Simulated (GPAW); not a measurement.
**Optical response of BAs**

Wanted: where BAs starts to absorb, how strongly, and its refractive index.

Main program and level: GPAW 26.7.0; DFT, PBE, plane-wave PAW (GPAW data sets), scalar-relativistic, RPA, optical limit.

### Step 1. Set-up

The structure is cubic, space group F-43m (No. 216). Conventional cell: a = 4.777 Å, b = 4.777 Å, c = 4.777 Å, α = 90.00°, β = 90.00°, γ = 90.00°. Nearest to As lie 4 B at 2.07 Å. Nearest to B lie 4 As at 2.07 Å. Farther neighbours are not listed.

### Step 2. Ground state

The self-consistent density comes first; it also tells whether there is a gap, which decides the occupations and the need for a Drude term.

This step: DFT, PBE, plane-wave PAW (GPAW data sets), scalar-relativistic, ground state (GPAW 26.7.0).

The input, gs.py:

```python
from ase import Atoms
from ase.dft.bandgap import bandgap
from gpaw import GPAW, PW, FermiDirac

atoms = Atoms(['As', 'B'],
              cell=[[0.000000000000, 2.388500000000, 2.388500000000],
                    [2.388500000000, 0.000000000000, 2.388500000000],
                    [2.388500000000, 2.388500000000, 0.000000000000]],
              scaled_positions=[[0.750000000000, 0.750000000000, 0.750000000000],
                                [0.000000000000, 0.000000000000, 0.000000000000]],
              pbc=[True, True, True])
atoms.calc = GPAW(mode=PW(500), xc='PBE', kpts={'size': (8, 8, 8), 'gamma': True},
                  occupations=FermiDirac(0.05), maxiter=150, txt='gs.txt')
print('energy (eV)', atoms.get_potential_energy())
print('Fermi level (eV)', atoms.calc.get_fermi_level())
print('valence electrons', atoms.calc.get_number_of_electrons())
print('gap (eV)', bandgap(atoms.calc, output=None)[0])
print('direct gap (eV)', bandgap(atoms.calc, direct=True, output=None)[0])
atoms.calc.write('gs.gpw')
```

On the command line:

```bash
> OMP_NUM_THREADS=1 python gs.py
```

Numbers of over 12 decimals in the logs are rounded to 6 here.

Output:

```text
__  _  _
 | _ |_)|_||  |
 |__||  | ||/\| - 26.7.0

Versions:
  Python: 3.12.14
  ASE:    3.29.0
  Numpy:  2.5.5
  Scipy:  1.18.1
  Libxc:  7.0.0

Input parameters:
  mode=PW(ecut=500.0),
  kpts=MonkhorstPack(size=(8, 8, 8), gamma=True),
  maxiter=150,
  occupations=Occupations(name='fermi-dirac', width=0.05, fixmagmom=False),
  xc=XC(name='PBE')

Diagonalizing LCAO Hamiltonian
Converting LCAO to pw mode

                   As

       B

Atoms  # Å, Bohr magnetons
|   | symbol |        x |        y |        z |    initial magnetic moments |
| 0 |     As | 3.582750 | 3.582750 | 3.582750 | ( 0.0000,  0.0000,  0.0000) |
| 1 |      B | 0.000000 | 0.000000 | 0.000000 | ( 0.0000,  0.0000,  0.0000) |

Unit cell  # Å
| periodic |        x |        y |        z |  lengths |    angles |
|      yes | 0.000000 | 2.388500 | 2.388500 | 3.377849 | 60.000000 |
|      yes | 2.388500 | 0.000000 | 2.388500 | 3.377849 | 60.000000 |
|      yes | 2.388500 | 2.388500 | 0.000000 | 3.377849 | 60.000000 |

Number of symmetries: 24
Symmetry operations  # r_c * U_cc + t_c -> r_c
|    | kind |            matrix            |
|  0 |  E   |  1, 0, 0,  0, 1, 0,  0, 0, 1 |
|  1 |  σ   |  1, 0, 0,  0, 0, 1,  0, 1, 0 |
|  2 |  σ   |  1, 0,-1,  0, 1,-1,  0, 0,-1 |
|  3 |  C3  |  1, 0,-1,  0, 0,-1,  0, 1,-1 |
|  4 |  C3  |  1,-1, 0,  0,-1, 1,  0,-1, 0 |
|  5 |  σ   |  1,-1, 0,  0,-1, 0,  0,-1, 1 |
|  6 |  σ   |  0, 1, 0,  1, 0, 0,  0, 0, 1 |
|  7 |  C3  |  0, 1, 0,  0, 0, 1,  1, 0, 0 |
|  8 |  C2  |  0, 1,-1,  1, 0,-1,  0, 0,-1 |
|  9 |  S4  |  0, 1,-1,  0, 0,-1,  1, 0,-1 |
| 10 |  C3  |  0, 0, 1,  1, 0, 0,  0, 1, 0 |
| 11 |  σ   |  0, 0, 1,  0, 1, 0,  1, 0, 0 |
| 12 |  S4  |  0, 0,-1,  1, 0,-1,  0, 1,-1 |
| 13 |  C3  |  0, 0,-1,  0, 1,-1,  1, 0,-1 |
| 14 |  S4  |  0,-1, 1,  1,-1, 0,  0,-1, 0 |
| 15 |  C2  |  0,-1, 1,  0,-1, 0,  1,-1, 0 |
| 16 |  C3  |  0,-1, 0,  1,-1, 0,  0,-1, 1 |
| 17 |  S4  |  0,-1, 0,  0,-1, 1,  1,-1, 0 |
| 18 |  S4  | -1, 1, 0, -1, 0, 1, -1, 0, 0 |
| 19 |  C3  | -1, 1, 0, -1, 0, 0, -1, 0, 1 |
| 20 |  C3  | -1, 0, 1, -1, 1, 0, -1, 0, 0 |
| 21 |  S4  | -1, 0, 1, -1, 0, 0, -1, 1, 0 |
| 22 |  σ   | -1, 0, 0, -1, 1, 0, -1, 0, 1 |
| 23 |  C2  | -1, 0, 0, -1, 0, 1, -1, 1, 0 |

BZ-sampling:
  Number of BZ points: 512
  Number of IBZ points: 29

  Monkhorst-Pack size: [8, 8, 8]
  Monkhorst-Pack shift: [0.0625, 0.0625, 0.0625]

K-points  # in reciprocal-cell coordinates
|     |                                coordinates |     weight |
|   0 | (  0.00000000,   0.00000000,   0.00000000) | 0.00195312 |
|   1 | (  0.12500000,   0.12500000,   0.00000000) | 0.01171875 |
|   2 | (  0.12500000,   0.12500000,   0.12500000) | 0.01562500 |
|   3 | (  0.25000000,   0.12500000,   0.12500000) | 0.02343750 |
|   4 | (  0.25000000,   0.25000000,   0.00000000) | 0.01171875 |
|   5 | (  0.25000000,   0.25000000,   0.12500000) | 0.04687500 |
|   6 | (  0.25000000,   0.25000000,   0.25000000) | 0.01562500 |
|   7 | (  0.37500000,   0.25000000,  -0.37500000) | 0.04687500 |
|   8 | (  0.37500000,   0.25000000,   0.12500000) | 0.04687500 |
|   9 | (  0.37500000,   0.25000000,   0.25000000) | 0.04687500 |
| ... |                                            |            |
|  28 | (  0.50000000,   0.50000000,   0.50000000) | 0.00781250 |

Plane wave coefficients: 701
Cutoff: 500.0 eV

Spin-components: 1 (collinear spins)
Bands:           8
Projectors:      10
Spin-degeneracy: 2
Datatype:        complex128

Parallelization:
  kpt:    1
  domain: 1
  band:   1

Density:
  Valence electrons: 8.0
  Components: 1
  Grid points: [18 18 18]
  Charge: 0.0  # |e|

Potential:
  Grid points: [18 18 18]

species:
  As:
    name:    Arsenic
    id:
    Z:       33.0
    valence: 5
    core:    28
    charge:  0.0  # [|e|]
    compensation charges:
      type: gauss
      rc: 0.33  # [Å]
      lmax: 2
    cutoffs:
      filter: 1.87  # [Å]
      core: 2.96  # [Å]
    projectors
    | kind |    occ | energy [eV] | rcut [Å] |
    |   4s |  2.000 |     -14.487 |    1.058 |
    |   4p |  3.000 |      -5.196 |    1.058 |
    |    s |        |      12.725 |    1.058 |
    |    p |        |      22.016 |    1.058 |
    |    d |        |       0.000 |    1.058 |

    Using partial waves for As as LCAO basis

  B:
    name:    Boron
    id:
    Z:       5.0
    valence: 3
    core:    2
    charge:  0.0  # [|e|]
    compensation charges:
      type: gauss
      rc: 0.20  # [Å]
      lmax: 2
    cutoffs:
      filter: 1.14  # [Å]
      core: 1.38  # [Å]
    projectors
    | kind |    occ | energy [eV] | rcut [Å] |
    |   2s |  2.000 |      -9.443 |    0.635 |
    |   2p |  1.000 |      -3.606 |    0.635 |
    |    s |        |      17.768 |    0.635 |
    |    p |        |      23.605 |    0.635 |
    |    d |        |       0.000 |    0.635 |

    Using partial waves for B as LCAO basis

Reference energy: -62172.463167  # eV

eigensolver:
  PPCG
  Converge bands: occupied
  niter=2

density mixing:
  MSR1-Mixer
  Pratt-step length: 0.05
  Maximum mixing coefficient: 0.75
  Old densities: 10
  SVD Regularization: 0.005
  Good broyden scale: 1.0
  Trust region scale: 1.0
  Backstep threshold: 4.0
  History deletion threshold: 6.0
  Fourier metric: weight=20.0, sigma=0.015

occupation numbers:
  Fermi-Dirac:
    width: 0.0500  # eV

poisson solver:
  ecut: 4000.0  # eV

xc functional:
  name: PBE with 2 nearest neighbor stencil

convergence criteria:
- Maximum [total energy] change in last 3 cyles: 0.0005 eV / valence electron
- Maximum integral of absolute [dens]ity change: 0.0001 electrons / valence electron
- Maximum integral of absolute [eigenst]ate change: 4e-08 eV^2 / valence electron
maximum number of iterations: 150

SCF iterations
|iter     |      energy | eigst |  dens |
|iter:   1||  -11.966162 | -0.26 |       |
|iter:   2||  -11.849914 | -2.09 | -0.72 |
|iter:   3||  -11.393588 | -1.42 | -0.76 |
|iter:   4||  -11.391560 | -3.09 | -1.44 |
|iter:   5||  -11.392039c| -3.91 | -1.89 |
|iter:   6||  -11.392066c| -5.51 | -2.66 |
|iter:   7||  -11.392066c| -6.98 | -3.63 |
|iter:   8||  -11.392067c| -8.27c| -4.13c|

Converged in 8 steps
SCF loop duration: 3.771 s (0.471 s/step)
Energy contributions relative to reference atoms: (reference = -62172.463167)

Energy contributions:
  Kinetic:          20.266265
  Coulomb:         -17.916452
  Zero:             -0.011052
  External:          0.000000
  Xc:              -13.730828
  Entropy:          -0.000000
  Spinorbit:         0.000000
  ----------------------------
  Free energy:     -11.392067
  Extrapolated:    -11.392067

dipole moment: (-3.209793, -3.209793, -3.209793)  # |e|*Ang

Fermi level: 8.559
Eigenvalues  # (at kpt = [0.000, 0.000, 0.000])
| band index |      eig [eV] | occ [0-2] |
|          0 |        -7.414 |     2.000 |
|          1 |         7.977 |     2.000 |
|          2 |         7.977 |     2.000 |
|          3 |         7.977 |     2.000 |
|          4 |        11.270 |     0.000 |
|          5 |        11.270 |     0.000 |
|          6 |        11.270 |     0.000 |
|          7 |        12.707 |     0.000 |

Gap: 1.198 eV
Transition (v -> c):
  (s=0, k=0, n=3, [0.00, 0.00, 0.00]) -> (s=0, k=12, n=4, [0.38, 0.38, 0.00])
Direct/indirect transitions are different
Direct gap: 3.293 eV
Transition at: (s=0, k=0, n=3, [0.00, 0.00, 0.00])

--- standard output ---
energy (eV) -11.392067
Fermi level (eV) 8.558514
valence electrons 8.0
gap (eV) 1.197699
direct gap (eV) 3.292756
```

Run time: 5.3 s. Hardware: 1 thread of Arm Neoverse V1, shared host; peak memory 0.12 GiB.

This step gave:

```
energy                 : -11.39 eV
Fermi energy           : 8.559 eV
gap on the k-mesh      : 1.198 eV
direct gap on the mesh : 3.293 eV
electrons              : 8
```

There is a gap, 1.20 eV on this mesh (points off the mesh can give less), so no carriers' term is needed.

### Step 3. Bands for the response

The response needs many more empty bands than the density does.

This step: DFT, PBE, plane-wave PAW (GPAW data sets), scalar-relativistic, bands at fixed density (GPAW 26.7.0).

The input, nscf.py:

```python
from ase.dft.bandgap import bandgap
from gpaw import GPAW, FermiDirac

calc = GPAW('gs.gpw').fixed_density(kpts={'size': (12, 12, 12), 'gamma': True}, nbands=26, convergence={'bands': 20},
                                    occupations=FermiDirac(0.001), txt='nscf.txt')
print('gap (eV)', bandgap(calc, output=None)[0])
print('direct gap (eV)', bandgap(calc, direct=True, output=None)[0])
print('top band over the Fermi level (eV)', min(calc.get_eigenvalues(kpt=k)[19] for k in range(len(calc.get_ibz_k_points()))) - calc.get_fermi_level())
calc.write('full.gpw', mode='all')
```

On the command line:

```bash
> OMP_NUM_THREADS=1 python nscf.py
```

Output:

```text
Diagonalizing LCAO Hamiltonian
Converting LCAO to pw mode
convergence criteria:
- Maximum integral of absolute [eigenst]ate change: 4e-08 eV^2 / valence electron
maximum number of iterations: 150

SCF iterations
|iter     |      energy | eigst |  dens |
|iter:   1||             | +3.20 |       |
|iter:   2||             | +1.51 |       |
|iter:   3||             | -0.80 |       |
|iter:   4||             | -2.47 |       |
|iter:   5||             | -4.36 |       |
|iter:   6||             | -5.86 |       |
|iter:   7||             | -7.16 |       |
|iter:   8||             | -8.16c|       |
SCF steps: 8
  __  _  _
 | _ |_)|_||  |
 |__||  | ||/\| - 26.7.0

Versions:
  Python: 3.12.14
  ASE:    3.29.0
  Numpy:  2.5.5
  Scipy:  1.18.1
  Libxc:  7.0.0

Input parameters:
  mode=PW(ecut=500.0),
  convergence={'bands': 20},
  gpts=array([18, 18, 18]),
  kpts=MonkhorstPack(size=(12, 12, 12), gamma=True),
  maxiter=150,
  nbands=26,
  occupations=Occupations(name='fermi-dirac', width=0.001, fixmagmom=False),
  parallel={},
  xc=XC(name='PBE')

--- standard output ---
gap (eV) 1.190634
direct gap (eV) 3.292756
top band over the Fermi level (eV) 26.810506
```

Elapsed: 24 s, on 1 thread; peak memory 0.16 GiB.

This step gave:

| Item | Value |
| --- | --- |
| gap on the k-mesh | 1.191 eV |

### Step 4. Dielectric function, RPA

Transitions between filled and empty bands, summed over the zone, give the optical response, so mesh, band count and broadening shape it.

The induced potential is part of this response.

This step: DFT, PBE, plane-wave PAW (GPAW data sets), scalar-relativistic, RPA, optical limit (GPAW 26.7.0).

The input, df.py:

```python
from gpaw.response.df import DielectricFunction

df = DielectricFunction('full.gpw', frequencies={'type': 'nonlinear', 'domega0': 0.03, 'omega2': 8},
                        ecut=60,
                        eta=0.1,
                        nbands=20,
                        txt='df.txt')
for direction in ['x']:
    df.get_dielectric_function(xc='RPA', direction=direction, filename=f'df_{direction}.csv')
```

On the command line:

```bash
> OMP_NUM_THREADS=1 python df.py
```

Output:

```text
Using integrator: PointIntegrator
NonLinearFrequencyDescriptor(from 0.000 to 51.418 eV, 469 points)
Nonperiodic BCs:  [False False False]
Using integrator: PointIntegrator
NonLinearFrequencyDescriptor(from 0.000 to 51.418 eV, 469 points)
Nonperiodic BCs:  [False False False]

Calculating chi0 body with:
    Ground state adapter containing:
    Number of spins: 1
    Number of kpoints: 1728
    Number of irreducible kpoints: 72
    Number of completely occupied states: 4
    Number of partially occupied states: 4

    Linear response parametrization:
    q_c: [0.0, 0.0, 0.0]
    Number of frequency points: 469
    Planewave cutoff: 60.0
    Number of bands: 20
    Number of planewaves: 27
    Broadening (eta): 0.1

Integrating chi0 body.

Symmetries of q_c:
    Direct symmetries (Uq -> q): 24
    Indirect symmetries (TUq -> q): 24
In total 48 allowed symmetries.

72 groups of equivalent kpoints. 95.833333% reduction.

Integral kind: spectral function

Calculating chi0 optical extensions with:
    Ground state adapter containing:
    Number of spins: 1
    Number of kpoints: 1728
    Number of irreducible kpoints: 72
    Number of completely occupied states: 4
    Number of partially occupied states: 4

    Linear response parametrization:
    Number of frequency points: 469
    Planewave cutoff: 60.0
    Number of bands: 20
    Number of planewaves: 27
    Broadening (eta): 0.1
Integrating chi0 head and wings.

Symmetries of q_c:
    Direct symmetries (Uq -> q): 24
    Indirect symmetries (TUq -> q): 24
In total 48 allowed symmetries.

72 groups of equivalent kpoints. 95.833333% reduction.

Integral kind: spectral function wings
```

It took 4.6 s on 1 thread; peak memory 0.21 GiB.

This step gave:

* electronic dielectric constant ε∞, mean over x, y and z (by symmetry where fewer were run): 9.394
* main peak of Im epsilon, first axis: 5.571 eV

Some rows of df_x.csv (energy; Re and Im without local fields; Re and Im with them):

```text
0.000000, 10.017069, -0.000000, 9.393596, -0.000000
0.555532, 10.113049, 0.035074, 9.481138, 0.031988
1.143969, 10.442472, 0.078979, 9.781484, 0.071987
1.768324, 11.127277, 0.146327, 10.405348, 0.133241
2.431988, 12.488793, 0.285520, 11.644309, 0.259701
3.138794, 15.935034, 1.052729, 14.780407, 0.961196
3.893091, 17.703999, 8.510867, 16.326796, 7.760761
4.699832, 17.836686, 13.410848, 15.986267, 11.670305
5.564682, 0.189977, 40.865815, 5.383895, 37.358919
6.494155, -0.332580, 24.495676, 2.457118, 20.984807
7.495775, -8.084312, 8.339103, -7.320136, 8.348479
8.578281, -3.286465, 4.041670, -2.932244, 3.750576
9.751884, -4.343881, 2.897056, -4.052932, 3.112764
11.028587, -1.817048, 1.664398, -1.668320, 1.539701
12.422601, -1.778110, 1.653521, -1.532791, 1.634268
13.950874, -1.237371, 1.231959, -1.031393, 1.230562
15.633783, -0.924661, 0.571908, -0.831997, 0.640655
17.496047, -0.473288, 0.505313, -0.337770, 0.499580
19.567954, -0.254379, 0.329831, -0.109958, 0.400192
```

The Im ε, E ∥ x has structure finer than the step of the table below, so its rows give means over 0.5 eV, whole bins alone (the curve runs from 0 to 21.9 eV). Peaks (eV: height): 5.56: 37.4, 6.60: 24.8.

Values under the direct gap are tails of Lorentzian lines. The Im ε, E ∥ x by photon energy; means over each step:

```csv
photon energy (eV),"Im ε, E ∥ x"
0.5,0.0288
1.0,0.0616
1.5,0.104
2.0,0.168
2.5,0.288
3.0,0.741
3.5,3.57
4.0,8.54
4.5,11.6
5.0,15.6
5.5,27.8
6.0,14.3
6.5,19.7
7.0,11.5
7.5,7.58
8.0,5.02
8.5,3.74
9.0,5.18
9.5,3.33
10.0,2.51
10.5,1.46
11.0,1.55
11.5,1.88
12.0,1.56
12.5,1.42
13.0,1.00
13.5,1.10
14.0,1.12
14.5,0.722
15.0,0.756
15.5,0.726
16.0,0.572
16.5,0.661
17.0,0.491
17.5,0.476
18.0,0.422
18.5,0.403
19.0,0.451
19.5,0.441
20.0,0.407
20.5,0.293
21.0,0.307
21.5,0.327
```

Re ε, E ∥ x against photon energy:

```csv
photon energy (eV),"Re ε, E ∥ x"
0,9.39
1,9.69
2,10.7
3,13.8
4,16.5
5,13.6
6,-2.58
7,-9.55
8,-5.20
9,-3.46
10,-3.57
11,-1.73
12,-1.70
13,-1.26
14,-1.11
15,-0.825
16,-0.565
17,-0.503
18,-0.273
19,-0.0426
20,-0.0592
21,0.0571
```

The loss function −Im 1/ε at q → 0, E ∥ x has structure finer than the step of the table below, so its rows give means over 1 eV, whole bins alone (the curve runs from 0 to 21.9 eV). Peaks (eV: height): 18.9: 2.43, 20.6: 3.82.

Values under the direct gap are tails of Lorentzian lines. Loss function −Im 1/ε at q → 0, E ∥ x against energy loss; means over each step:

```csv
energy loss (eV),"loss function −Im 1/ε at q → 0, E ∥ x"
1,6.6e-4
2,0.00146
3,0.00439
4,0.0228
5,0.0317
6,0.0553
7,0.0543
8,0.0901
9,0.134
10,0.123
11,0.250
12,0.285
13,0.358
14,0.433
15,0.631
16,0.856
17,1.10
18,1.70
19,2.13
20,2.44
21,3.22
```

Refractive index n and extinction k against photon energy:

```csv
photon energy (eV),n,k
0,3.06,0
1,3.11,0.00983
2,3.28,0.0253
3,3.72,0.0837
4,4.19,1.03
5,4.05,1.65
6,2.32,2.82
7,1.63,3.50
8,1.09,2.53
9,1.31,2.28
10,0.650,2.00
11,0.525,1.42
12,0.578,1.43
13,0.379,1.19
14,0.524,1.18
15,0.402,0.993
16,0.348,0.828
17,0.296,0.768
18,0.344,0.626
19,0.450,0.495
20,0.416,0.482
21,0.428,0.355
```

The Im ε, E ∥ x has structure finer than the step of the table below, so its rows give means over 0.5 eV, whole bins alone (the curve runs from 0 to 21.9 eV). Peaks (eV: height): without local fields 5.56: 40.9, 6.55: 26.6; with local fields 5.56: 37.4, 6.60: 24.8.

Values under the direct gap are tails of Lorentzian lines. The Im ε, E ∥ x by photon energy; means over each step:

```csv
photon energy (eV),without local fields,with local fields
0.5,0.0316,0.0288
1.0,0.0676,0.0616
1.5,0.114,0.104
2.0,0.185,0.168
2.5,0.317,0.288
3.0,0.812,0.741
3.5,3.91,3.57
4.0,9.39,8.54
4.5,12.9,11.6
5.0,18.1,15.6
5.5,30.9,27.8
6.0,15.2,14.3
6.5,21.5,19.7
7.0,10.9,11.5
7.5,7.50,7.58
8.0,5.05,5.02
8.5,3.98,3.74
9.0,5.13,5.18
9.5,3.17,3.33
10.0,2.34,2.51
10.5,1.43,1.46
11.0,1.63,1.55
11.5,1.87,1.88
12.0,1.51,1.56
12.5,1.38,1.42
13.0,1.02,1.00
13.5,1.10,1.10
14.0,1.09,1.12
14.5,0.695,0.722
15.0,0.762,0.756
15.5,0.692,0.726
16.0,0.554,0.572
16.5,0.626,0.661
17.0,0.469,0.491
17.5,0.482,0.476
18.0,0.420,0.422
18.5,0.420,0.403
19.0,0.440,0.451
19.5,0.359,0.441
20.0,0.305,0.407
20.5,0.221,0.293
21.0,0.247,0.307
21.5,0.199,0.327
```

Optical constants at common wavelengths, from n + ik = √ε:

```csv
wavelength (nm),n,k,R (%),1/α
1550,3.09,0.008,26.2,16 µm
1064,3.13,0.012,26.6,7.2 µm
800,3.18,0.017,27.3,3.7 µm
633,3.27,0.024,28.2,2.1 µm
450,3.56,0.055,31.5,647 nm
308,4.17,1.057,40.1,23 nm
193,3.24,2.797,49.8,5.5 nm
```

Below the direct gap, k and the depth come from the tails of the Lorentzian lines, not from transitions.

Rows near the edge hang on the gap, which this functional as a rule makes too small, and phonon-assisted absorption is left out.

### Step 5. Outcome

```yaml
electronic_dielectric_constant_eps_infinity_mean_over_x_y_and_z_by_symmetry_where_fewer_were_run_rpa: 9.39
main_peak_of_im_epsilon_first_axis: 5.57 eV
```

In words: At this level (PBE, RPA) BAs has ε∞ = 9.39 and n = 3.09 at 1550 nm, and Im ε peaks at 5.6 eV. On the mesh the gap is 1.19 eV and the least direct gap 3.29 eV, so on this mesh the band edges lie at different points. Local fields change the static value along x from 10.02 to 9.39 (-6 %). Distinct maxima of Im ε, read by a parabola through the highest points, lie at 4.53 eV (13), 4.87 eV (17), 5.57 eV (37) and 6.59 eV (25). Excitons and phonon-assisted transitions are missing; PBE gaps are as a rule too small, which pulls the onset down and ε∞ up. The sum runs over mesh points, so small or evenly spaced maxima can still be ripples of the mesh. Besides steps told in other documents, this task had 1 run with a known fault of program or setting; those not told in a step above aren't shown.

[Machine, clock and banner lines and Python warnings are left out of the logs.]

[Logs are printed without paths, hosts, clocks, repeated set-up lines and the standing remarks that a program may print on its own settings, such as how far it seeks lower states.]

[Hosts, paths, dates, database ids (printed as entryN), source tags and the programs' standing remarks are cut or masked in the printed files.]
